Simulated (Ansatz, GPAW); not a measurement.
# A 7-layer slab of K(100): work function by functional and basis, part 2 of 3

How far do functional and basis move the work function of a 7-layer slab of K(100)?

GPAW 26.7.0 and Ansatz 0.2.0; Ansatz plane waves; slab in vacuum with a dipole correction, relaxation; PAW set soft_1 (the session's first sound run).

So far, upper work function (eV): step 2 (relaxing the atoms) 2.26.

## (3) Plane waves, PBE

The work function is the vacuum plateau of the electrostatic potential less the Fermi level; a dipole layer lets the two faces have plateaus of their own.

This step: GPAW, PAW setups; slab in vacuum (GPAW 26.7.0).

File run.py:

```python
import json
import numpy as np
from ase import Atoms
from gpaw import GPAW, PW

slab = Atoms(
    ['K', 'K', 'K', 'K', 'K', 'K', 'K'],
    positions=[
        [0.00000, 0.00000, 9.00000],
        [2.61500, 2.61500, 11.61500],
        [0.00000, 0.00000, 14.23000],
        [2.61500, 2.61500, 16.93785],
        [0.00000, 0.00000, 19.63773],
        [2.61500, 2.61500, 22.29012],
        [-0.00000, 0.00000, 25.03432]],
    cell=[[5.23, 0.0, 0.0], [0.0, 5.23, 0.0], [0.0, 0.0, 33.69]],
    pbc=[True, True, False])

slab.calc = GPAW(mode=PW(400), xc='PBE', kpts={'size': (6, 6, 1), 'gamma': True},
                 occupations={'name': 'fermi-dirac', 'width': 0.1}, nbands='160%',
                 convergence={'density': 1e-05}, maxiter=200,
                 poissonsolver={'dipolelayer': 'xy'},
                 symmetry={'tolerance': 1e-3}, txt='slab.txt')
result = {}
energy = slab.get_potential_energy()
fermi = slab.calc.get_fermi_level()
v = slab.calc.get_electrostatic_potential().mean((0, 1)) - fermi
n = slab.calc.get_pseudo_density().mean((0, 1))
L = slab.cell[2, 2]
z = np.arange(len(v)) * L / len(v)
low, high = slab.positions[:, 2].min(), slab.positions[:, 2].max()
below, above = np.interp([low - 6.8, high + 6.8], z, v)
slopes = [np.interp(x, z, np.gradient(v, z)) for x in (low - 6.8, high + 6.8)]
eps = np.array([[slab.calc.get_eigenvalues(k, s) for k in range(len(slab.calc.get_ibz_k_points()))]
                for s in range(slab.calc.get_number_of_spins())]) - fermi
top, bottom = eps[eps < 0].max(), eps[eps > 0].min()
dipole = slab.get_dipole_moment()[2]
print(f'energy {energy:.4f} eV, Fermi level {fermi:.4f} eV, dipole {dipole:.5f} e A')
print(f'potential 6.8 A off the faces, from the Fermi level: lower {below:.4f} eV, upper {above:.4f} eV')
print(f'slope of the potential there: lower {slopes[0]:.5f}, upper {slopes[1]:.5f} eV/A')
print(f'nearest levels on the mesh: {top:.4f} and {bottom:.4f} eV')
print('magnetic moment', round(slab.get_magnetic_moment(), 3))
result.update(energy=energy, fermi=fermi, dipole=dipole, below=below, above=above, slopes=slopes, edges=[top, bottom],
              z=z.tolist(), v=v.tolist(), n=n.tolist(), positions=slab.positions.tolist(),
              forces=slab.get_forces(apply_constraint=False).tolist(), moments=slab.get_magnetic_moments().tolist())
json.dump(result, open('result.json', 'w'))
```

Command:

```
OMP_NUM_THREADS=1 OPENBLAS_NUM_THREADS=1 python run.py
```

The program printed:

```text
energy -7.8151 eV, Fermi level -0.3948 eV, dipole 0.00062 e A
potential 6.8 A off the faces, from the Fermi level: lower 2.2674 eV, upper 2.2631 eV
slope of the potential there: lower -0.00032, upper 0.00029 eV/A
nearest levels on the mesh: -0.0104 and 0.0034 eV
magnetic moment 0.0
```

The job ended after 5.5 min (1 thread of Arm Neoverse V1, shared host; peak memory 0.48 GiB).

Numbers from this step:

```yaml
dipole_along_the_normal: 6.22e-4 e·Å
levels_nearest_the_fermi_level_on_the_mesh: -0.01039, 0.003407 eV from the Fermi level
upper_work_function: 2.263 eV
lower_work_function: 2.267 eV
```

The electrostatic potential energy of an electron (without an applied field's), less the Fermi level, planar mean oscillates, so the rows of the table below give means over windows of 2.63 Å about each position, cut where the curve ends. Its maxima inside the range that stand out by 2 % of the span (Å: eV): 10.3: 0.924, 12.9: 0.913, 15.6: 1.04, 18.3: 1.03, 21.1: 0.941, 23.7: 1.10. Its minima: 8.9: -4.75, 11.6: -4.61, 14.2: -4.62, 17.0: -4.67, 19.7: -4.57, 22.3: -4.61, 25.1: -4.79.

Electrostatic potential energy of an electron (without an applied field's), less the Fermi level, planar mean against z; means over each step:

z (Å), electrostatic potential energy of an electron (without an applied field's), less the Fermi level, planar mean (eV) and a bar from the least value:
```
     1.31       2.27 ##############################
     3.94       2.26 ##############################
     6.57       1.95 ###########################
     9.21      -1.15 
    11.83      -1.08 #
    14.46      -1.03 #
    17.09      -1.07 #
    19.73      -1.05 #
    22.36      -1.03 #
    24.98      -1.10 
    27.61       2.00 ############################
    30.25       2.26 ##############################
    32.88       2.26 ##############################
```

The pseudo valence density, planar mean oscillates, so the rows of the table below give means over windows of 2.74 Å about each position, cut where the curve ends. Its maxima inside the range that stand out by 2 % of the span (Å: e/Å³): 9.1: 0.286, 11.6: 0.290, 14.3: 0.283, 16.8: 0.282, 19.6: 0.288, 22.3: 0.290, 25.1: 0.288. Its minima: 10.3: 0.0255, 12.8: 0.0250, 15.6: 0.0224, 18.3: 0.0226, 21.1: 0.0242, 23.6: 0.0230.

Pseudo valence density, planar mean against z; means over each step:

z (Å), pseudo valence density, planar mean (e/Å³) and a bar:
```
     1.37      0.000 
     4.11      0.000 
     6.85      0.008 ##
     9.59      0.123 #############################
    12.33      0.125 ##############################
    15.07      0.122 #############################
    17.81      0.122 #############################
    20.55      0.126 ##############################
    23.29      0.120 #############################
    26.03      0.093 ######################
    28.77      0.001 
    31.51      0.000
```

The potential is flat to 3.2e-4 eV/Å where it is read, so the vacuum is wide enough. The geometry is the other program's minimum; here the largest force on a free atom is 0.0035 eV/Å.

## (4) OptPBE vdW: xc = "optPBE-vdW"

The same geometry under optPBE-vdW, to see how far the functional moves the levels against the vacuum (the van der Waals functionals take revPBE setups).

Edit run.py of step 3 so:

```diff
@@ -18,3 +18,3 @@
 
-slab.calc = GPAW(mode=PW(400), xc='PBE', kpts={'size': (6, 6, 1), 'gamma': True},
+slab.calc = GPAW(mode=PW(400), xc='optPBE-vdW', kpts={'size': (6, 6, 1), 'gamma': True},
                  occupations={'name': 'fermi-dirac', 'width': 0.1}, nbands='160%',
```

The program printed:

```text
energy -51.8608 eV, Fermi level -0.4815 eV, dipole 0.00085 e A
potential 6.8 A off the faces, from the Fermi level: lower 2.4267 eV, upper 2.4211 eV
slope of the potential there: lower -0.00108, upper 0.00099 eV/A
nearest levels on the mesh: -0.0058 and 0.0040 eV
magnetic moment 0.0
```

Wall time 8.5 min (1 thread); peak memory 0.97 GiB.

This step gave:

| Item | Value |
| --- | --- |
| dipole along the normal | 8.47e-4 e·Å |
| levels nearest the Fermi level on the mesh | -0.005811, 0.004038 eV from the Fermi level |
| upper work function | 2.421 eV |
| lower work function | 2.427 eV |

The electrostatic potential energy of an electron (without an applied field's), less the Fermi level, planar mean oscillates, so the rows of the table below give means over windows of 2.63 Å about each position, cut where the curve ends. Its maxima inside the range that stand out by 2 % of the span (Å: eV): 10.3: 0.954, 12.9: 0.952, 15.6: 1.09, 18.3: 1.08, 21.1: 0.980, 23.7: 1.13. Its minima: 8.9: -4.71, 11.6: -4.58, 14.2: -4.57, 17.0: -4.62, 19.7: -4.52, 22.3: -4.58, 25.1: -4.74.

The electrostatic potential energy of an electron (without an applied field's), less the Fermi level, planar mean by z; means over each step:

```
z (Å)  electrostatic potential energy of an electron (without an applied field's), less the Fermi level, planar mean (eV)
 1.31                                                                                                                2.43
 3.94                                                                                                                2.41
 6.57                                                                                                                2.06
 9.21                                                                                                               -1.11
11.83                                                                                                               -1.05
14.46                                                                                                              -0.985
17.09                                                                                                               -1.02
19.73                                                                                                               -1.00
22.36                                                                                                               -1.00
24.98                                                                                                               -1.06
27.61                                                                                                                2.11
30.25                                                                                                                2.41
32.88                                                                                                                2.42
```

The pseudo valence density, planar mean oscillates, so the rows of the table below give means over windows of 2.74 Å about each position, cut where the curve ends. Its maxima inside the range that stand out by 2 % of the span (Å: e/Å³): 9.1: 0.286, 11.6: 0.290, 14.3: 0.283, 16.8: 0.282, 19.6: 0.288, 22.3: 0.290, 25.1: 0.288. Its minima: 10.3: 0.0256, 12.8: 0.0251, 15.6: 0.0224, 18.3: 0.0226, 21.1: 0.0243, 23.6: 0.0230.

Table of pseudo valence density, planar mean by z; means over each step:

```
z (Å)  pseudo valence density, planar mean (e/Å³)
 1.37                                      4.4e-6
 4.11                                      1.5e-4
 6.85                                     0.00838
 9.59                                       0.123
12.33                                       0.125
15.07                                       0.122
17.81                                       0.122
20.55                                       0.126
23.29                                       0.120
26.03                                      0.0928
28.77                                      6.6e-4
31.51                                      2.0e-5
```

The upper face's work function is 2.421 eV, against 2.263 eV in the first plane-wave PBE run at this geometry.

## (5) Self-consistent run: xc = "LDA"

The same geometry under LDA, to see how far the functional moves the levels against the vacuum.

Edit run.py of step 4 so:

```diff
@@ -18,3 +18,3 @@
 
-slab.calc = GPAW(mode=PW(400), xc='optPBE-vdW', kpts={'size': (6, 6, 1), 'gamma': True},
+slab.calc = GPAW(mode=PW(400), xc='LDA', kpts={'size': (6, 6, 1), 'gamma': True},
                  occupations={'name': 'fermi-dirac', 'width': 0.1}, nbands='160%',
```

The program printed:

```text
energy -8.6290 eV, Fermi level -0.5538 eV, dipole 0.00053 e A
potential 6.8 A off the faces, from the Fermi level: lower 2.3862 eV, upper 2.3826 eV
slope of the potential there: lower -0.00025, upper 0.00023 eV/A
nearest levels on the mesh: -0.0053 and 0.0021 eV
magnetic moment 0.0
```

Run time: 5.4 min. Hardware: 1 thread; peak memory 0.49 GiB.

Numbers from this step:

- dipole along the normal: 5.25e-4 e·Å
- levels nearest the Fermi level on the mesh: -0.005305, 0.002062 eV from the Fermi level
- upper work function: 2.383 eV
- lower work function: 2.386 eV

The electrostatic potential energy of an electron (without an applied field's), less the Fermi level, planar mean oscillates, so the rows of the table below give means over windows of 2.63 Å about each position, cut where the curve ends. Its maxima inside the range that stand out by 2 % of the span (Å: eV): 10.3: 1.14, 12.9: 1.13, 15.6: 1.26, 18.3: 1.24, 21.1: 1.15, 23.7: 1.31. Its minima: 8.9: -4.59, 11.6: -4.43, 14.2: -4.44, 17.0: -4.49, 19.7: -4.39, 22.3: -4.43, 25.1: -4.63.

Electrostatic potential energy of an electron (without an applied field's), less the Fermi level, planar mean against z; means over each step:

```
z (Å)  electrostatic potential energy of an electron (without an applied field's), less the Fermi level, planar mean (eV)
 1.31                                                                                                                2.39
 3.94                                                                                                                2.38
 6.57                                                                                                                2.08
 9.21                                                                                                              -0.972
11.83                                                                                                              -0.886
14.46                                                                                                              -0.838
17.09                                                                                                              -0.872
19.73                                                                                                              -0.854
22.36                                                                                                              -0.838
24.98                                                                                                              -0.934
27.61                                                                                                                2.13
30.25                                                                                                                2.38
32.88                                                                                                                2.38
```

The upper face's work function is 2.383 eV, against 2.263 eV in the first plane-wave PBE run at this geometry.

## (6) Self-consistent run: xc = "vdW-DF2"

The same geometry under vdW-DF2, to see how far the functional moves the levels against the vacuum (the van der Waals functionals take revPBE setups).

Edit run.py of step 5 so:

```diff
@@ -18,3 +18,3 @@
 
-slab.calc = GPAW(mode=PW(400), xc='LDA', kpts={'size': (6, 6, 1), 'gamma': True},
+slab.calc = GPAW(mode=PW(400), xc='vdW-DF2', kpts={'size': (6, 6, 1), 'gamma': True},
                  occupations={'name': 'fermi-dirac', 'width': 0.1}, nbands='160%',
```

The program printed:

```text
energy -244.9328 eV, Fermi level -0.5953 eV, dipole -0.00014 e A
potential 6.8 A off the faces, from the Fermi level: lower 2.5768 eV, upper 2.5776 eV
slope of the potential there: lower -0.00050, upper 0.00049 eV/A
nearest levels on the mesh: -0.0070 and 0.0040 eV
magnetic moment 0.0
```

Elapsed: 8.3 min, on 1 thread; peak memory 0.97 GiB.

Numbers from this step:

- dipole along the normal: -1.44e-4 e·Å
- levels nearest the Fermi level on the mesh: -0.006994, 0.004000 eV from the Fermi level
- upper work function: 2.578 eV
- lower work function: 2.577 eV

The upper face's work function is 2.578 eV, against 2.263 eV in the first plane-wave PBE run at this geometry.

## (7) Real-space grid: mode = "fd"

A real-space grid is a second complete basis, so it checks the plane-wave result.

Edit run.py of step 6 so:

```diff
@@ -3,3 +3,3 @@
 from ase import Atoms
-from gpaw import GPAW, PW
+from gpaw import GPAW
 
@@ -18,3 +18,3 @@
 
-slab.calc = GPAW(mode=PW(400), xc='vdW-DF2', kpts={'size': (6, 6, 1), 'gamma': True},
+slab.calc = GPAW(mode='fd', h=0.18, xc='PBE', kpts={'size': (6, 6, 1), 'gamma': True},
                  occupations={'name': 'fermi-dirac', 'width': 0.1}, nbands='160%',
```

The program printed:

```text
energy -8.1726 eV, Fermi level -2.2629 eV, dipole 0.00074 e A
potential 6.8 A off the faces, from the Fermi level: lower 2.2652 eV, upper 2.2603 eV
slope of the potential there: lower -0.00023, upper 0.00021 eV/A
nearest levels on the mesh: -0.0104 and 0.0034 eV
magnetic moment 0.0
```

Run time: 46 min. Hardware: 1 thread; peak memory 2.2 GiB.

Numbers from this step:

```yaml
dipole_along_the_normal: 7.40e-4 e·Å
levels_nearest_the_fermi_level_on_the_mesh: -0.01042, 0.003352 eV from the Fermi level
upper_work_function: 2.260 eV
lower_work_function: 2.265 eV
```

The upper face's work function is 2.260 eV, against 2.263 eV in the first plane-wave PBE run at this geometry.

## (8) Atomic orbitals: mode = "lcao"

Atom-centred orbitals end a few angstrom from the surface, which tests how much the density's tail matters.

Edit run.py of step 7 so:

```diff
@@ -18,4 +18,4 @@
 
-slab.calc = GPAW(mode='fd', h=0.18, xc='PBE', kpts={'size': (6, 6, 1), 'gamma': True},
-                 occupations={'name': 'fermi-dirac', 'width': 0.1}, nbands='160%',
+slab.calc = GPAW(mode='lcao', basis='dzp', h=0.18, xc='PBE', kpts={'size': (6, 6, 1), 'gamma': True},
+                 occupations={'name': 'fermi-dirac', 'width': 0.1}, nbands='120%',
                  convergence={'density': 1e-05}, maxiter=200,
```

The program printed:

```text
energy -5.9788 eV, Fermi level -2.2583 eV, dipole 0.00041 e A
potential 6.8 A off the faces, from the Fermi level: lower 2.2596 eV, upper 2.2569 eV
slope of the potential there: lower -0.00000, upper 0.00000 eV/A
nearest levels on the mesh: -0.0006 and 0.0036 eV
magnetic moment 0.0
```

Elapsed: 13 min, on 1 thread; peak memory 0.8 GiB.

This step gave:

- dipole along the normal: 4.07e-4 e·Å
- levels nearest the Fermi level on the mesh: -5.63e-4, 0.003604 eV from the Fermi level
- upper work function: 2.257 eV
- lower work function: 2.260 eV

The upper face's work function is 2.257 eV, against 2.263 eV in the first plane-wave PBE run at this geometry.

## (9) Cost and result by level

Times are for 1 thread of Arm Neoverse V1, shared host. Results by setting:

```
no.         run  upper work function (eV)  lower work function (eV)     time  memory (GiB)
  1          pw                     2.263                     2.267  5.5 min          0.48
  2  optPBE vdW                     2.421                     2.427  8.5 min          0.97
  3         LDA                     2.383                     2.386  5.4 min          0.49
  4     vdW DF2                     2.578                     2.577  8.3 min          0.97
  5          fd                     2.260                     2.265   46 min           2.2
  6        lcao                     2.257                     2.260   13 min           0.8
```

(Part 2 of 3 ends here.)

[Logs are printed without paths, hosts, clocks, repeated set-up lines and the standing remarks that a program may print on its own settings, such as how far it seeks lower states.]

[Hosts, paths, dates, database ids (printed as entryN), source tags and the programs' standing remarks are cut or masked in the printed files.]
